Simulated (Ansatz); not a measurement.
# Formation energy and levels of the antisite Ga_P (site 2) in Al2GaP3O12 (C2)

Aim: at which Fermi levels does Ga_P (site 2) in Al2GaP3O12 (C2) change its charge? The model is a cell of 72 host atoms with 1 P taken out and 1 Ga put in.

Method: place-levels on PBEsol runs: charge-transition levels and formation energies with image-charge correction and potential alignment at the atomic sites, in Ansatz 0.2.0.

## 1. The structure

The cell holds 72 atoms: 8 Al, 5 Ga, 11 P and 48 O. Cell: a = 9.916 Å, b = 9.916 Å, c = 11.035 Å, α = 90.6°, β = 90.6°, γ = 60.3°. It derives from Al2GaP3O12 (space group C2). Nearest the centre at fractional (0.734, 0.266, 0.000): Ga40 at 0.00 Å, O52 at 1.53 Å, O49 at 1.53 Å, O48 at 1.54 Å, O45 at 1.54 Å, Al37 at 3.10 Å, Al38 at 3.10 Å, Al55 at 3.11 Å.

Structure file:

```xyz
72
Lattice="8.5754 -4.9779 -0.0427 8.5754 4.9779 -0.0427 -0.0839 0.0000 11.0343" Properties=species:S:1:pos:R:3 pbc="T T T"
Al    6.5830    1.1542    1.8145
Al    1.9086    1.1542    9.1771
Ga    4.2458    0.1649    5.4958
P     4.2877    0.1560   -0.0214
P     2.2619   -1.3238    7.3527
P     6.2296   -1.3238    3.6389
O     5.6028    1.2141    6.1144
O     6.7913   -0.4282    2.5223
O     4.7286   -0.7388    9.8798
O     2.8887    1.2141    4.8772
O     1.7002   -0.4282    8.4693
O     3.7629   -0.7388    1.1118
O     5.3988    1.0608    0.5290
O     6.7076   -0.2625    7.8694
O     4.8330   -0.8364    4.0824
O     3.0927    1.0608   10.4626
O     1.7840   -0.2625    3.1222
O     3.6585   -0.8364    6.9092
Al   10.8707    3.6432    1.7932
Al    6.1963    3.6432    9.1557
Ga    8.5335    2.6539    5.4744
P     8.5754    2.6450   -0.0427
P     6.5496    1.1652    7.3313
P    10.5174    1.1652    3.6175
O     9.8905    3.7031    6.0931
O    11.0791    2.0608    2.5010
O     9.0163    1.7502    9.8584
O     7.1764    3.7031    4.8558
O     5.9879    2.0608    8.4479
O     8.0506    1.7502    1.0905
O     9.6865    3.5498    0.5077
O    10.9953    2.2265    7.8480
O     9.1207    1.6526    4.0611
O     7.3804    3.5498   10.4412
O     6.0717    2.2265    3.1008
O     7.9463    1.6526    6.8878
Al   10.8707   -1.3348    1.7932
Al    6.1963   -1.3348    9.1557
Ga    8.5335   -2.3241    5.4744
Ga    8.5754   -2.3330   -0.0427
P     6.5496   -3.8128    7.3313
P    10.5174   -3.8128    3.6175
O     9.8905   -1.2749    6.0931
O    11.0791   -2.9172    2.5010
O     9.0163   -3.2278    9.8584
O     7.1764   -1.2749    4.8558
O     5.9879   -2.9172    8.4479
O     8.0506   -3.2278    1.0905
O     9.6865   -1.4282    0.5077
O    10.9953   -2.7515    7.8480
O     9.1207   -3.3253    4.0611
O     7.3804   -1.4282   10.4412
O     6.0717   -2.7515    3.1008
O     7.9463   -3.3253    6.8878
Al   15.1584    1.1542    1.7718
Al   10.4840    1.1542    9.1343
Ga   12.8212    0.1649    5.4531
P    12.8631    0.1560   -0.0641
P    10.8373   -1.3238    7.3100
P    14.8051   -1.3238    3.5962
O    14.1782    1.2141    6.0717
O    15.3668   -0.4282    2.4796
O    13.3041   -0.7388    9.8370
O    11.4641    1.2141    4.8345
O    10.2756   -0.4282    8.4265
O    12.3383   -0.7388    1.0691
O    13.9742    1.0608    0.4863
O    15.2830   -0.2625    7.8267
O    13.4084   -0.8364    4.0397
O    11.6681    1.0608   10.4198
O    10.3594   -0.2625    3.0795
O    12.2340   -0.8364    6.8664
```

Screening for the image-charge correction: ε∞ = (2.54, 2.50, 2.55), ε0 = (5.26, 4.93, 5.05), from a response run on this crystal (DFPT, PBEsol) at that run's own cell.

The cell's shortest repeat is 9.9 Å.

## 2. The runs of each charge state

Levels follow from differences of total energies between charge states, each relaxed by itself.

Each atom starts 0.05 Å or so off its site in a random direction: a symmetric start keeps its symmetry, and would miss off-centre moves and Jahn–Teller distortions. Forces are taken at one point at (¼, ¼, ¼). The cell holds 2 electrons more than the neutral one, with a uniform background that keeps it neutral on the whole.

The sampling was tested on the host first: at the k-points planned (1x1x1 shifted 0.25 0.25 0.25) its energy lies 0.000 eV an atom from the dense-mesh value, under the bound of 0.02 eV set for this test; that bounds the host's error, not the defect's.

One of the inputs; charge, spin and start change from state to state.

The input, qm2.relax/input.yaml:

```yaml
crystal:
  lattice:
    - [4.28770641, -2.488974, -0.021359]
    - [4.28770641, 2.488974, -0.021359]
    - [-0.08386766, 0.0, 11.03430385]
  atoms:
    - { symbol: Al, position: [0.53742837, 1.00115911, 0.16742231] }
    - { symbol: Al, position: [-0.00115911, 0.46257163, 0.83257769] }
    - { symbol: Ga, position: [0.46687149, 0.53312851, 0.5] }
    - { symbol: P, position: [0.46866256, 0.53133744, 0.0] }
    - { symbol: P, position: [0.53622095, 0.00436425, 0.66739529] }
    - { symbol: P, position: [0.99563575, 0.46377905, 0.33260471] }
    - { symbol: O, position: [0.41491108, 0.90269527, 0.55667821] }
    - { symbol: O, position: [0.88023829, 0.7082051, 0.2316637] }
    - { symbol: O, position: [0.70861373, 0.41177823, 0.89753616] }
    - { symbol: O, position: [0.09730473, 0.58508892, 0.44332179] }
    - { symbol: O, position: [0.2917949, 0.11976171, 0.7683363] }
    - { symbol: O, position: [0.58822177, 0.29138627, 0.10246384] }
    - { symbol: O, position: [0.41696096, 0.8431612, 0.05038338] }
    - { symbol: O, position: [0.84192302, 0.73646143, 0.71622935] }
    - { symbol: O, position: [0.73524119, 0.39921406, 0.37217115] }
    - { symbol: O, position: [0.1568388, 0.58303904, 0.94961662] }
    - { symbol: O, position: [0.26353857, 0.15807698, 0.28377065] }
    - { symbol: O, position: [0.60078595, 0.26475881, 0.62782885] }
  supercell: [2, 2, 1]
  defects: [{ substitution: { at: 39, symbol: Ga } }]
total_charge: -2
basis:
  ecutwfc: 420
  xc_grid: 2
hamiltonian:
  xc: pbesol
kpoints:
  mp_grid: { grid: [1, 1, 1], shift: [0.25, 0.25, 0.25] }
scf:
  occupations: { method: fixed }
  max_iter: 80
output:
  forces: true
  charged_corrections: { epsilon: [2.54, 2.5, 2.55], static_epsilon: [5.26, 4.93, 5.05] }
relax:
  f_tol: 0.02
  max_steps: 80
  random_displacement: { amplitude: 0.05, seed: 1867 }
checkpoint:
  write: "../qm2.relax.run"
  compress: false
  write_wavefunctions: true
  write_every: 100000
```

Launch:

```sh
> ansatz run input.yaml --threads 4 --pin off --max-ram 7536MiB --backend cpu --events-out ev --progress --plain --runs-dir out
```

Defect states can disperse in a cell of this size, so the energy is taken again at a 2×2×2 shifted mesh, on the relaxed structure.

The run of this state that the levels use, under PBEsol:

The input, qm2.point/input.yaml:

```yaml
crystal:
  checkpoint: "../qm2.relax.run"
  host: checkpoint
total_charge: -2
basis:
  ecutwfc: 420
  xc_grid: 2
hamiltonian:
  xc: pbesol
kpoints:
  mp_grid: { grid: [2, 2, 2], shift: [0.5, 0.5, 0.5] }
scf:
  occupations: { method: fermi_dirac, width: 0.01 }
  max_iter: 80
output:
  forces: true
  eigenvalues: true
  charged_corrections:
    epsilon: [2.54, 2.5, 2.55]
    static_epsilon: [5.26, 4.93, 5.05]
    defect_position: [0.734331, 0.265669, 0.0]
  eigenstates: { localisation: true }
  populations: true
checkpoint:
  read: "../qm2.relax.run"
  write: "../qm2.point.run"
  compress: false
  write_wavefunctions: false
  write_every: 100000
```

Relaxations under PBEsol at one point at (¼, ¼, ¼); times on 4 threads of Arm Neoverse V2, shared host:

| charge | moment (μB) | occupations | outcome | steps | largest displacement against the far atoms (Å) | time |
| --- | --- | --- | --- | --- | --- | --- |
| −2 | 0 | fixed | converged | 11 | 0.54 | 1.8 min |
| −1 | 1 | fixed | converged | 10 | 0.49 | 5.7 min |
| 0 | 0 | fixed | not converged | - | - | 44 s |
| 0 | 0 | fermi-dirac | converged | 6 | 0.42 | 1.8 min |
| 0 | 2 | fixed | converged | 8 | 0.44 | 4.2 min |

Single points under PBEsol at a 2×2×2 shifted mesh; times on 4 threads of Arm Neoverse V2, shared host:

| charge | moment (μB) | occupations | outcome | time |
| --- | --- | --- | --- | --- |
| −2 | 0 | fermi-dirac | converged | 65 s |
| −1 | 1 | fermi-dirac | converged | 3.4 min |
| 0 | 0 | fermi-dirac | converged | 1.7 min |
| 0 | 2 | fermi-dirac | converged | 3 min |

Distances (Å) from Ga40 to the nearest atoms after relaxation with PBEsol:

| charge | moment (μB) | 1. | 2. | 3. | 4. | 5. | 6. |
| --- | --- | --- | --- | --- | --- | --- | --- |
| −2 | 0 | O 1.82 | O 1.82 | O 1.82 | O 1.82 | Al 3.07 | Al 3.07 |
| −1 | 1 | O 1.79 | O 1.79 | O 1.85 | O 1.85 | Al 3.13 | Al 3.13 |
| 0 | 0 | O 1.80 | O 1.80 | O 1.83 | O 1.83 | Al 3.19 | Al 3.19 |
| 0 | 2 | O 1.80 | O 1.80 | O 1.83 | O 1.83 | Al 3.19 | Al 3.19 |

## 3. Levels against the band edges, PBEsol

A charged cell interacts with its images and the background, and its potential has another zero than the host's. place-levels removes the first by a point-charge model, screened by the static dielectric constant since the ions have relaxed around the charge, and the second by comparing potentials at atoms far from the defect.

The host is a run of the defect-free crystal in the same cutoffs, grids and k-points, so that basis and sampling errors cancel in part in the differences. The host is run in a cell of 18 atoms on a matching mesh. Its band edges are searched through the zone by a band path, so the gap is smaller than, or equal to, that on the mesh. Chemical potentials are energies per atom of P (black phosphorus) and Ga (alpha-Ga (Cmce)), run with the same functional and cutoff.

The input, levels.point.yaml:

```yaml
host:
  run: host.point.run
states: [qm2.point.run, qm1_M1.point.run, q0.point.run, q0_M2.point.run]
geometry_from:
  qm2.point.run: qm2.relax.run
  qm1_M1.point.run: qm1_M1.relax.run
  q0.point.run: q0.relax_smeared.run
  q0_M2.point.run: q0_M2.relax.run
  host.point.run: host.relax.run
chemical_potentials:
  P:
    energy: -740.035931
    dataset: <sha256 of the dataset>
  Ga:
    energy: -3743.200989
    dataset: "<sha256 of the dataset>"
epsilon: [2.54, 2.5, 2.55]
static_epsilon: [5.26, 4.93, 5.05]
vertical:
  - { from: qm2.point.run, to: qm2.point_neutral.run }
  - { from: qm1_M1.point.run, to: qm1_M1.point_neutral.run }
```

Launch:

```sh
> ansatz place-levels levels.point.yaml -- --threads 4 --pin off --max-ram 7536MiB
```

Numbers of over 12 decimals in the logs are rounded to 6 here.

Output:

```text
[... repeated set-up lines and file paths are left out, and long positions are rounded to six places ...]
(0/-1) 0.981 eV above the valence edge, 4.125 eV under the conduction edge
(-1/-2) 2.446 eV above the valence edge, 2.661 eV under the conduction edge
formation energy of charge 0: +7.919 eV with the Fermi level at the valence edge
formation energy of charge -1: +8.900 eV with the Fermi level at the valence edge
formation energy of charge -2: +11.346 eV with the Fermi level at the valence edge
vertical -2 to 0: no energy, since no alignment is typed
  the change from vertical[0].from (qm2.point.run) to vertical[0].to (qm2.point_neutral.run): by its potential at epsilon [2.54, 2.5, 2.55] it stands at 0.740 0.259 0.000, with an rms radius of about 3.4 Å (1.7 1.7 2.4 Å across the planes of the cell's [...]
vertical -1 to 0: no energy, since no alignment is typed
  the change from vertical[1].from (qm1_M1.point.run) to vertical[1].to (qm1_M1.point_neutral.run): by its spins about the atoms it stands at 0.801 0.199 0.000, with an rms radius of about 2.3 Å (1.2 1.2 1.6 Å across the planes of the cell's vectors); [...]
  edges by pbesol, gap 5.107 eV; the host is sampled to repeats of 19.91 Å
  the defect's cells are sampled to repeats of 19.91 Å, like sampling
  charge 0: +0.000 eV for its dipole among its images, +0.000 omitted
  charge -1: -58020.0793 eV with its correction of +0.331 eV, at epsilon [5.26, 4.93, 5.05], aligned at sites: +0.0775 eV, mean over 33 atomic sites at or beyond 4.96 Å from the defect at [0.7343, 0.2657, 0.0000], with +0.006602 for the charge's moments and [...]
  charge -2: -58015.2569 eV with its correction of +1.395 eV, at epsilon [5.26, 4.93, 5.05], aligned at sites: +0.1205 eV, mean over 33 atomic sites at or beyond 4.96 Å from the defect at [0.7343, 0.2657, 0.0000], with +0.004674 for the charge's moments and [...]
  charge 0: states[2] (q0.point.run) stands 0.367 eV higher, with a moment of 0.00 μB against 2.00
  states[2] (q0.point.run): levels filled in part (TS 0.022 eV): its energy is of no whole electron's
  of states[3] (q0_M2.point.run): its displacements don't fall off away from the defect: farther atoms stand 0.071 Å off the host's places. [...]
  of states[1] (qm1_M1.point.run): its alignment with the host at atomic sites is doubtful: the mean over the far sites moves by -0.0856 eV from their farther parts to their nearer, more than 0.05 eV. [...]
  of states[0] (qm2.point.run): it parts from the run at its places by a charge that spreads by about 2.4 Å along one vector (1.9 Å or more is wide), by its potential at epsilon [2.54, 2.5, 2.55], taken for that of held ions (one typed too small widens it), [...]
  of states[2] (q0.point.run): its displacements don't fall off away from the defect: farther atoms stand 0.077 Å off the host's places. [...]
  of vertical[0].from (qm2.point.run): its displacements don't fall off away from the defect: farther atoms stand 0.079 Å off the host's places. [...]
  vertical[0].to (qm2.point_neutral.run): levels filled in part (TS 0.029 eV): its energy is of no whole electron's
  of vertical[0].to (qm2.point_neutral.run): its displacements don't fall off away from the defect: farther atoms stand 0.079 Å off the host's places. [...]
  of vertical[1].from (qm1_M1.point.run): its displacements don't fall off away from the defect: farther atoms stand 0.065 Å off the host's places. [...]
  vertical[1].to (qm1_M1.point_neutral.run): levels filled in part (TS 0.025 eV): its energy is of no whole electron's
  of vertical[1].to (qm1_M1.point_neutral.run): its displacements don't fall off away from the defect: farther atoms stand 0.065 Å off the host's places. [...]
```

Elapsed: 0.39 s, on 4 threads of Arm Neoverse V2, shared host.

Levels between the charges placed, in eV above the valence top:

|  | gap (eV) | (0/−1) | (−1/−2) |
| --- | --- | --- | --- |
| PBEsol | 5.11 | 0.98 | 2.45 |

Corrections by state:

| charge | moment (μB) | image terms and alignment (eV) | band filling (eV) | ε used | over the lowest of its charge, as the program ranks them, band filling apart (eV) |
| --- | --- | --- | --- | --- | --- |
| 0 | 2.0 | 0.000 | - | - | 0.000 |
| −1 | 1.0 | 0.331 | - | principal values (4.93, 5.05, 5.26) | 0.000 |
| −2 | 0.0 | 1.395 | - | principal values (4.93, 5.05, 5.26) | 0.000 |
| 0 | 0.0 | 0.000 | - | - | 0.367 |

The charged structures listed were also run neutral, and place-levels reads from each pair, by the potential or the spins, how wide the charge is by which they differ; that can be the carrier of either run.

| charge | rms radius (Å) | spread where it is widest against the cell (Å) | wide from (Å) | reading |
| --- | --- | --- | --- | --- |
| −1 | 2.3 | 1.62 | 1.91 | narrow |
| −2 | 3.4 | 2.43 | 1.91 | wide |

The neutral runs of these pairs need not share the spin of the lowest neutral state, and very wide values only mean spread over the cell.

From the program's caveats on the states, each cut to its opening words:

- charge 0 (2 μB): its displacements don't fall off away from the defect: farther atoms stand 0.071 Å off the host's places
- charge −1 (1 μB): its alignment with the host at atomic sites is doubtful: the mean over the far sites moves by -0.0856 eV from their farther parts to their nearer, more than [...]
- charge −1 (1 μB): its displacements don't fall off away from the defect: farther atoms stand 0.065 Å off the host's places
- charge −2: it parts from the run at its places by a charge that spreads by about 2.4 Å along one vector (1.9 Å or more is wide), by its potential at epsilon [2.54, 2.5, [...]
- charge −2: its alignment with the host at atomic sites is doubtful: the mean over the far sites moves by -0.1522 eV from their farther parts to their nearer, more than [...]
- charge −2: its displacements don't fall off away from the defect: farther atoms stand 0.079 Å off the host's places
- charge 0: its displacements don't fall off away from the defect: farther atoms stand 0.077 Å off the host's places

Chemical potentials of the elements' reference phases, run alike. Formation energies (elemental references), with the Fermi level at the valence top and at the conduction bottom (gap 5.11 eV):

| charge | at valence top (eV) | at conduction bottom (eV) | correction included (eV) |
| --- | --- | --- | --- |
| 0 | 7.92 | 7.92 | 0.00 |
| −1 | 8.90 | 3.79 | 0.33 |
| −2 | 11.35 | 1.13 | 1.39 |

```tsv
Fermi level (eV)	lowest formation energy (eV)
0.00	7.92
0.46	7.92
0.93	7.92
1.39	7.51
1.86	7.04
2.32	6.58
2.79	5.77
3.25	4.84
3.72	3.92
4.18	2.99
4.64	2.06
5.11	1.13
```

## 4. Another choice

A choice is tested by changing it alone.

levels.try0.yaml is levels.point.yaml with these lines changed:

```diff
-epsilon: [2.54, 2.5, 2.55]
-static_epsilon: [5.26, 4.93, 5.05]
+epsilon: 3.36
+static_epsilon: 6.75
```

Launch:

```sh
> ansatz place-levels levels.try0.yaml -- --threads 4 --pin off --max-ram 7536MiB
```

Output:

```text
(0/-1) 0.917 eV above the valence edge, 4.189 eV under the conduction edge
(-1/-2) 2.252 eV above the valence edge, 2.855 eV under the conduction edge
formation energy of charge 0: +7.919 eV with the Fermi level at the valence edge
formation energy of charge -1: +8.836 eV with the Fermi level at the valence edge
formation energy of charge -2: +11.088 eV with the Fermi level at the valence edge
vertical -2 to 0: no energy, since no alignment is typed
vertical -1 to 0: no energy, since no alignment is typed
  edges by pbesol, gap 5.107 eV; the host is sampled to repeats of 19.91 Å
[... the lines on each state left out ...]
```

The change: single dielectric constants in place of the tensors, a third over their means.

Levels in eV above the valence top; the changed ones are not the defect's:

|  | gap (eV) | (0/−1) | (−1/−2) |
| --- | --- | --- | --- |
| changed | 5.11 | 0.92 | 2.25 |
| as set up | 5.11 | 0.98 | 2.45 |

The largest shift is 0.19 eV.

## 5. Outcome

```
gap of the host                                                             : 5.11 eV (PBEsol)
level (0/minus 1)                                                           : 0.98 eV above the valence top
level (minus 1/minus 2)                                                     : 2.45 eV above the valence top
lowest of the charges placed, just above the valence top (0.02 eV)          : 0
lowest of the charges placed, just below the conduction bottom (0.02 eV)    : −2
lowest formation energy at mid-gap of the charges run, elemental references : 6.24 eV
```

In words: Of the charges placed (−2, −1 and 0), the lowest changes at 0.98 eV (0/−1) and 2.45 eV (−1/−2) above the valence top, in a gap of 5.11 eV. Charges above 0 and below −2 were not placed, so these runs say nothing of levels that involve them. States placed: 0 at 2 μB and 0 μB; −1 at 1 μB; −2 at 0 μB. Other spin states or structures, where not listed, weren't placed. The program doubts the alignment of potentials for at least one state, a sign that the cell is small. Keep in mind: PBEsol makes the gap too small and tends to spread out bound carriers; where a gas molecule sets a chemical potential or the host's formation energy, its binding is uncorrected.

[Logs are printed without paths, hosts, clocks, repeated set-up lines and the standing remarks that a program may print on its own settings, such as how far it seeks lower states.]

[Hosts, paths, dates, database ids (printed as entryN), source tags and the programs' standing remarks are cut or masked in the printed files.]

[Where a table of states has a column of steps, it counts the stored structures, which are thinned; the runs took as many ionic steps or more.]

[A defect's name tells the site on which it was built; relaxed atoms can leave that site.]

[For some hosts the program warned that the k-mesh of the response run may be too coarse for force constants and the static dielectric constant; such warnings are not shown here.]
